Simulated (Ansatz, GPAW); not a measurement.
# Work function of Si/Ag(110) at several levels, part 2 of 3

Aim: the work function of both faces of Si/Ag(110), and its spread over functionals and bases.

GPAW 26.7.0 and Ansatz 0.2.0; Ansatz plane waves; slab in vacuum with a dipole correction, relaxation; PAW set soft_1 (the session's first sound run).

So far, upper work function (eV): step 2 (relaxation) 4.65.

## Step 3: The slab's potential

The work function is the vacuum plateau of the electrostatic potential less the Fermi level; a dipole layer lets the two faces have plateaus of their own.

This step: GPAW, PAW setups; slab in vacuum (GPAW 26.7.0).

run.py reads:

```python
import json
import numpy as np
from ase import Atoms
from gpaw import GPAW, PW

slab = Atoms(
    ['Ag', 'Ag', 'Ag', 'Ag', 'Ag', 'Si'],
    positions=[
        [0.00000, 0.00000, 9.00000],
        [2.04500, 1.44603, 10.44603],
        [0.00000, 0.00000, 11.89207],
        [2.04500, 1.44603, 13.42759],
        [0.00000, 0.00000, 14.87249],
        [2.04500, 0.00000, 16.26015]],
    cell=[[4.09, 0.0, 0.0], [0.0, 2.89207, 0.0], [0.0, 0.0, 25.52864]],
    pbc=[True, True, False])

slab.calc = GPAW(mode=PW(400), xc='PBE', kpts={'size': (8, 11, 1), 'gamma': True},
                 occupations={'name': 'fermi-dirac', 'width': 0.1}, nbands='200%',
                 convergence={'density': 1e-05}, maxiter=200,
                 poissonsolver={'dipolelayer': 'xy'},
                 symmetry={'tolerance': 1e-3}, txt='slab.txt')
result = {}
energy = slab.get_potential_energy()
fermi = slab.calc.get_fermi_level()
v = slab.calc.get_electrostatic_potential().mean((0, 1)) - fermi
n = slab.calc.get_pseudo_density().mean((0, 1))
L = slab.cell[2, 2]
z = np.arange(len(v)) * L / len(v)
low, high = slab.positions[:, 2].min(), slab.positions[:, 2].max()
below, above = np.interp([low - 6.8, high + 6.8], z, v)
slopes = [np.interp(x, z, np.gradient(v, z)) for x in (low - 6.8, high + 6.8)]
eps = np.array([[slab.calc.get_eigenvalues(k, s) for k in range(len(slab.calc.get_ibz_k_points()))]
                for s in range(slab.calc.get_number_of_spins())]) - fermi
top, bottom = eps[eps < 0].max(), eps[eps > 0].min()
dipole = slab.get_dipole_moment()[2]
print(f'energy {energy:.4f} eV, Fermi level {fermi:.4f} eV, dipole {dipole:.5f} e A')
print(f'potential 6.8 A off the faces, from the Fermi level: lower {below:.4f} eV, upper {above:.4f} eV')
print(f'slope of the potential there: lower {slopes[0]:.5f}, upper {slopes[1]:.5f} eV/A')
print(f'nearest levels on the mesh: {top:.4f} and {bottom:.4f} eV')
print('magnetic moment', round(slab.get_magnetic_moment(), 3))
result.update(energy=energy, fermi=fermi, dipole=dipole, below=below, above=above, slopes=slopes, edges=[top, bottom],
              z=z.tolist(), v=v.tolist(), n=n.tolist(), positions=slab.positions.tolist(),
              forces=slab.get_forces(apply_constraint=False).tolist(), moments=slab.get_magnetic_moments().tolist())
json.dump(result, open('result.json', 'w'))
```

Launch:

```sh
$ OMP_NUM_THREADS=1 OPENBLAS_NUM_THREADS=1 python run.py
```

Output:

```text
energy -17.4762 eV, Fermi level -0.1154 eV, dipole -0.03652 e A
potential 6.8 A off the faces, from the Fermi level: lower 4.0893 eV, upper 4.6473 eV
slope of the potential there: lower -0.00007, upper 0.00003 eV/A
nearest levels on the mesh: -0.0103 and 0.0077 eV
magnetic moment 0.0
```

Run time: 7.2 min. Hardware: 1 thread of Arm Neoverse V1, shared host; peak memory 0.47 GiB.

This step gave:

```
dipole along the normal                    : -0.03652 e·Å
levels nearest the Fermi level on the mesh : -0.01028, 0.007735 eV from the Fermi level
upper work function                        : 4.647 eV
lower work function                        : 4.089 eV
```

The electrostatic potential energy of an electron (without an applied field's), less the Fermi level, planar mean oscillates, so the rows of the table below give means over windows of 1.49 Å about each position, cut where the curve ends. Its maxima inside the range that stand out by 2 % of the span (Å: eV): 9.7: -4.60, 11.2: -4.74, 12.7: -3.64, 14.1: -4.91, 15.6: -5.21. Its minima: 9.0: -11.4, 10.4: -11.9, 11.9: -11.8, 13.4: -11.9, 14.9: -12.3, 16.3: -9.70.

Electrostatic potential energy of an electron (without an applied field's), less the Fermi level, planar mean against z; means over each step:

| z (Å) | electrostatic potential energy of an electron (without an applied field's), less the Fermi level, planar mean (eV) |
| --- | --- |
| 0.74 | 4.12 |
| 2.23 | 4.09 |
| 3.72 | 4.09 |
| 5.21 | 4.09 |
| 6.70 | 3.96 |
| 8.19 | -1.42 |
| 9.68 | -8.15 |
| 11.17 | -8.35 |
| 12.66 | -7.46 |
| 14.15 | -8.53 |
| 15.64 | -8.13 |
| 17.13 | -0.0417 |
| 18.62 | 4.54 |
| 20.11 | 4.65 |
| 21.60 | 4.65 |
| 23.09 | 4.65 |
| 24.58 | 4.64 |

The pseudo valence density, planar mean oscillates, so the rows of the table below give means over windows of 1.49 Å about each position, cut where the curve ends. Its maxima inside the range that stand out by 2 % of the span (Å: e/Å³): 8.9: 1.57, 10.4: 1.63, 11.9: 1.62, 13.4: 1.62, 14.9: 1.63. Its minima: 9.8: 0.503, 11.3: 0.523, 12.8: 0.451, 14.3: 0.524.

Table of pseudo valence density, planar mean by z; means over each step:

| z (Å) | pseudo valence density, planar mean (e/Å³) |
| --- | --- |
| 5.21 | 1.1e-4 |
| 6.70 | 0.00470 |
| 8.19 | 0.421 |
| 9.68 | 1.00 |
| 11.17 | 1.01 |
| 12.66 | 0.921 |
| 14.15 | 1.01 |
| 15.64 | 0.574 |
| 17.13 | 0.101 |
| 18.62 | 0.00455 |
| 20.11 | 7.9e-5 |

Force by atom:

| atom | x (eV/Å) | y (eV/Å) | z (eV/Å) | size |
| --- | --- | --- | --- | --- |
| Ag1 | 0.000 | 0.000 | 0.071 | 0.071 |
| Ag2 | 0.000 | 0.000 | -0.199 | 0.199 |
| Ag3 | 0.000 | 0.000 | 0.129 | 0.129 |
| Ag4 | 0.000 | 0.000 | -0.002 | 0.002 |
| Ag5 | 0.000 | 0.000 | -0.018 | 0.018 |
| Si6 | 0.000 | 0.000 | 0.018 | 0.018 |

The potential is flat to 7.2e-5 eV/Å where it is read, so the vacuum is wide enough. The geometry is the other program's minimum; here the largest force on a free atom is 0.018 eV/Å.

## Step 4: Self-consistent run: xc = "vdW-DF2"

The same geometry under vdW-DF2, to see how far the functional moves the levels against the vacuum (the van der Waals functionals take revPBE setups).

Changes to run.py since step 3:

```diff
@@ -17,3 +17,3 @@
 
-slab.calc = GPAW(mode=PW(400), xc='PBE', kpts={'size': (8, 11, 1), 'gamma': True},
+slab.calc = GPAW(mode=PW(400), xc='vdW-DF2', kpts={'size': (8, 11, 1), 'gamma': True},
                  occupations={'name': 'fermi-dirac', 'width': 0.1}, nbands='200%',
```

Output:

```text
energy -503.5603 eV, Fermi level -0.2359 eV, dipole -0.02124 e A
potential 6.8 A off the faces, from the Fermi level: lower 4.5155 eV, upper 4.8395 eV
slope of the potential there: lower -0.00014, upper 0.00006 eV/A
nearest levels on the mesh: -0.0126 and 0.0391 eV
magnetic moment 0.0
```

The job ended after 7.9 min (1 thread; peak memory 0.64 GiB).

This step gave:

```yaml
dipole_along_the_normal: -0.02124 e·Å
levels_nearest_the_fermi_level_on_the_mesh: -0.01255, 0.03914 eV from the Fermi level
upper_work_function: 4.840 eV
lower_work_function: 4.515 eV
```

The electrostatic potential energy of an electron (without an applied field's), less the Fermi level, planar mean oscillates, so the rows of the table below give means over windows of 1.49 Å about each position, cut where the curve ends. Its maxima inside the range that stand out by 2 % of the span (Å: eV): 9.7: -4.82, 11.2: -5.02, 12.7: -3.92, 14.1: -5.17, 15.6: -5.34. Its minima: 9.0: -11.5, 10.4: -12.2, 11.9: -12.1, 13.4: -12.2, 14.9: -12.5, 16.3: -9.73.

Table of electrostatic potential energy of an electron (without an applied field's), less the Fermi level, planar mean by z; means over each step:

z (Å), electrostatic potential energy of an electron (without an applied field's), less the Fermi level, planar mean (eV) and a bar from the least value:
```
     0.74        4.5 #############################
     2.23        4.5 #############################
     3.72        4.5 #############################
     5.21        4.5 #############################
     6.70        4.3 #############################
     8.19       -1.3 #################
     9.68       -8.3 #
    11.17       -8.6 
    12.66       -7.7 ##
    14.15       -8.8 
    15.64       -8.3 #
    17.13        0.0 ###################
    18.62        4.7 ##############################
    20.11        4.8 ##############################
    21.60        4.8 ##############################
    23.09        4.8 ##############################
    24.58        4.8 ##############################
```

The pseudo valence density, planar mean oscillates, so the rows of the table below give means over windows of 1.49 Å about each position, cut where the curve ends. Its maxima inside the range that stand out by 2 % of the span (Å: e/Å³): 8.9: 1.57, 10.4: 1.63, 11.9: 1.62, 13.4: 1.62, 14.9: 1.63. Its minima: 9.8: 0.502, 11.3: 0.523, 12.8: 0.451, 14.3: 0.523.

Pseudo valence density, planar mean against z; means over each step:

| z (Å) | pseudo valence density, planar mean (e/Å³) |
| --- | --- |
| 5.21 | 1.6e-4 |
| 6.70 | 0.00531 |
| 8.19 | 0.421 |
| 9.68 | 1.00 |
| 11.17 | 1.01 |
| 12.66 | 0.920 |
| 14.15 | 1.01 |
| 15.64 | 0.574 |
| 17.13 | 0.101 |
| 18.62 | 0.00497 |
| 20.11 | 1.1e-4 |

Force by atom:

| atom | x (eV/Å) | y (eV/Å) | z (eV/Å) | size |
| --- | --- | --- | --- | --- |
| Ag1 | 0.000 | 0.000 | -0.707 | 0.707 |
| Ag2 | 0.000 | 0.000 | -0.408 | 0.408 |
| Ag3 | 0.000 | 0.000 | 0.200 | 0.200 |
| Ag4 | 0.000 | 0.000 | -0.069 | 0.069 |
| Ag5 | 0.000 | 0.000 | 0.163 | 0.163 |
| Si6 | 0.000 | 0.000 | 0.828 | 0.828 |

The upper face's work function is 4.840 eV, against 4.647 eV in the first plane-wave PBE run at this geometry.

## Step 5: Self-consistent run: xc = "LDA"

The same geometry under LDA, to see how far the functional moves the levels against the vacuum.

Changes to run.py since step 4:

```diff
@@ -17,3 +17,3 @@
 
-slab.calc = GPAW(mode=PW(400), xc='vdW-DF2', kpts={'size': (8, 11, 1), 'gamma': True},
+slab.calc = GPAW(mode=PW(400), xc='LDA', kpts={'size': (8, 11, 1), 'gamma': True},
                  occupations={'name': 'fermi-dirac', 'width': 0.1}, nbands='200%',
```

Output:

```text
energy -22.7161 eV, Fermi level -0.4353 eV, dipole -0.02024 e A
potential 6.8 A off the faces, from the Fermi level: lower 4.5036 eV, upper 4.8124 eV
slope of the potential there: lower -0.00007, upper 0.00002 eV/A
nearest levels on the mesh: -0.0023 and 0.0111 eV
magnetic moment 0.0
```

It took 9.6 min on 1 thread; peak memory 0.47 GiB.

Numbers from this step:

| Property | Result |
| --- | --- |
| dipole along the normal | -0.02024 e·Å |
| levels nearest the Fermi level on the mesh | -0.002270, 0.01111 eV from the Fermi level |
| upper work function | 4.812 eV |
| lower work function | 4.504 eV |

The upper face's work function is 4.812 eV, against 4.647 eV in the first plane-wave PBE run at this geometry.

## Step 6: OptPBE vdW: xc = "optPBE-vdW"

The same geometry under optPBE-vdW, to see how far the functional moves the levels against the vacuum (the van der Waals functionals take revPBE setups).

Changes to run.py since step 5:

```diff
@@ -17,3 +17,3 @@
 
-slab.calc = GPAW(mode=PW(400), xc='LDA', kpts={'size': (8, 11, 1), 'gamma': True},
+slab.calc = GPAW(mode=PW(400), xc='optPBE-vdW', kpts={'size': (8, 11, 1), 'gamma': True},
                  occupations={'name': 'fermi-dirac', 'width': 0.1}, nbands='200%',
```

Output:

```text
energy -96.2041 eV, Fermi level -0.1952 eV, dipole -0.03424 e A
potential 6.8 A off the faces, from the Fermi level: lower 4.2691 eV, upper 4.7922 eV
slope of the potential there: lower -0.00009, upper 0.00004 eV/A
nearest levels on the mesh: -0.0000 and 0.0058 eV
magnetic moment 0.0
```

Elapsed: 6.6 min, on 1 thread; peak memory 0.64 GiB.

This step gave:

- dipole along the normal: -0.03424 e·Å
- levels nearest the Fermi level on the mesh: -1.45e-5, 0.005846 eV from the Fermi level
- upper work function: 4.792 eV
- lower work function: 4.269 eV

The upper face's work function is 4.792 eV, against 4.647 eV in the first plane-wave PBE run at this geometry.

## Step 7: Real-space grid: mode = "fd"

A real-space grid is a second complete basis, so it checks the plane-wave result.

Changes to run.py since step 6:

```diff
@@ -3,3 +3,3 @@
 from ase import Atoms
-from gpaw import GPAW, PW
+from gpaw import GPAW
 
@@ -17,3 +17,3 @@
 
-slab.calc = GPAW(mode=PW(400), xc='optPBE-vdW', kpts={'size': (8, 11, 1), 'gamma': True},
+slab.calc = GPAW(mode='fd', h=0.18, xc='PBE', kpts={'size': (8, 11, 1), 'gamma': True},
                  occupations={'name': 'fermi-dirac', 'width': 0.1}, nbands='200%',
```

Output:

```text
energy -17.8190 eV, Fermi level -4.3663 eV, dipole -0.03666 e A
potential 6.8 A off the faces, from the Fermi level: lower 4.0859 eV, upper 4.6467 eV
slope of the potential there: lower -0.00000, upper 0.00000 eV/A
nearest levels on the mesh: -0.0102 and 0.0077 eV
magnetic moment 0.0
```

Run time: 42 min. Hardware: 1 thread; peak memory 3 GiB.

Numbers from this step:

| Property | Result |
| --- | --- |
| dipole along the normal | -0.03666 e·Å |
| levels nearest the Fermi level on the mesh | -0.01021, 0.007670 eV from the Fermi level |
| upper work function | 4.647 eV |
| lower work function | 4.086 eV |

The electrostatic potential energy of an electron (without an applied field's), less the Fermi level, planar mean oscillates, so the rows of the table below give means over windows of 1.46 Å about each position, cut where the curve ends. Its maxima inside the range that stand out by 2 % of the span (Å: eV): 9.8: -4.59, 11.2: -4.80, 12.7: -3.64, 14.1: -4.91, 15.6: -5.21. Its minima: 9.0: -11.4, 10.5: -11.9, 11.9: -11.8, 13.4: -11.9, 14.9: -12.3, 16.2: -9.76.

The electrostatic potential energy of an electron (without an applied field's), less the Fermi level, planar mean by z; means over each step:

| z (Å) | electrostatic potential energy of an electron (without an applied field's), less the Fermi level, planar mean (eV) |
| --- | --- |
| 0.73 | 4.09 |
| 2.19 | 4.09 |
| 3.65 | 4.09 |
| 5.11 | 4.08 |
| 6.57 | 4.00 |
| 8.03 | 0.192 |
| 9.49 | -7.96 |
| 10.95 | -8.27 |
| 12.41 | -7.48 |
| 13.87 | -8.35 |
| 15.33 | -8.52 |
| 16.79 | -3.12 |
| 18.25 | 4.35 |
| 19.71 | 4.64 |
| 21.17 | 4.65 |
| 22.63 | 4.65 |
| 24.09 | 4.65 |

The upper face's work function is 4.647 eV, against 4.647 eV in the first plane-wave PBE run at this geometry.

## Step 8: Atomic orbitals: mode = "lcao"

Atom-centred orbitals end a few angstrom from the surface, which tests how much the density's tail matters.

Changes to run.py since step 7:

```diff
@@ -17,4 +17,4 @@
 
-slab.calc = GPAW(mode='fd', h=0.18, xc='PBE', kpts={'size': (8, 11, 1), 'gamma': True},
-                 occupations={'name': 'fermi-dirac', 'width': 0.1}, nbands='200%',
+slab.calc = GPAW(mode='lcao', basis='dzp', h=0.18, xc='PBE', kpts={'size': (8, 11, 1), 'gamma': True},
+                 occupations={'name': 'fermi-dirac', 'width': 0.1}, nbands='120%',
                  convergence={'density': 1e-05}, maxiter=200,
```

Output:

```text
energy -15.9403 eV, Fermi level -4.3525 eV, dipole -0.04021 e A
potential 6.8 A off the faces, from the Fermi level: lower 4.0449 eV, upper 4.6601 eV
slope of the potential there: lower 0.00000, upper 0.00000 eV/A
nearest levels on the mesh: -0.0028 and 0.0031 eV
magnetic moment 0.0
```

It took 28 min on 1 thread; peak memory 0.53 GiB.

This step gave:

```
dipole along the normal                    : -0.04021 e·Å
levels nearest the Fermi level on the mesh : -0.002793, 0.003102 eV from the Fermi level
upper work function                        : 4.660 eV
lower work function                        : 4.045 eV
```

The electrostatic potential energy of an electron (without an applied field's), less the Fermi level, planar mean oscillates, so the rows of the table below give means over windows of 1.46 Å about each position, cut where the curve ends. Its maxima inside the range that stand out by 2 % of the span (Å: eV): 9.8: -4.58, 11.2: -4.79, 12.7: -3.61, 14.1: -4.88, 15.6: -5.23. Its minima: 9.0: -11.5, 10.5: -12.0, 11.9: -11.8, 13.4: -11.9, 14.9: -12.3, 16.2: -9.78.

Electrostatic potential energy of an electron (without an applied field's), less the Fermi level, planar mean against z; means over each step:

| z (Å) | electrostatic potential energy of an electron (without an applied field's), less the Fermi level, planar mean (eV) |
| --- | --- |
| 0.73 | 4.05 |
| 2.19 | 4.04 |
| 3.65 | 4.04 |
| 5.11 | 4.04 |
| 6.57 | 3.95 |
| 8.03 | 0.163 |
| 9.49 | -7.98 |
| 10.95 | -8.30 |
| 12.41 | -7.50 |
| 13.87 | -8.36 |
| 15.33 | -8.55 |
| 16.79 | -3.12 |
| 18.25 | 4.38 |
| 19.71 | 4.66 |
| 21.17 | 4.66 |
| 22.63 | 4.66 |
| 24.09 | 4.66 |

The upper face's work function is 4.660 eV, against 4.647 eV in the first plane-wave PBE run at this geometry.

## Step 9: All levels side by side

Times are for 1 thread of Arm Neoverse V1, shared host. The runs compared:

| no. | run | upper work function (eV) | lower work function (eV) | time | memory (GiB) |
| --- | --- | --- | --- | --- | --- |
| 1 | pw | 4.647 | 4.089 | 7.2 min | 0.47 |
| 2 | vdW DF2 | 4.840 | 4.515 | 7.9 min | 0.64 |
| 3 | LDA | 4.812 | 4.504 | 9.6 min | 0.47 |
| 4 | optPBE vdW | 4.792 | 4.269 | 6.6 min | 0.64 |
| 5 | fd | 4.647 | 4.086 | 42 min | 3.0 |
| 6 | lcao | 4.660 | 4.045 | 28 min | 0.53 |

[end of part 2 of 3]

[Logs are printed without paths, hosts, clocks, repeated set-up lines and the standing remarks that a program may print on its own settings, such as how far it seeks lower states.]

[Hosts, paths, dates, database ids (printed as entryN), source tags and the programs' standing remarks are cut or masked in the printed files.]
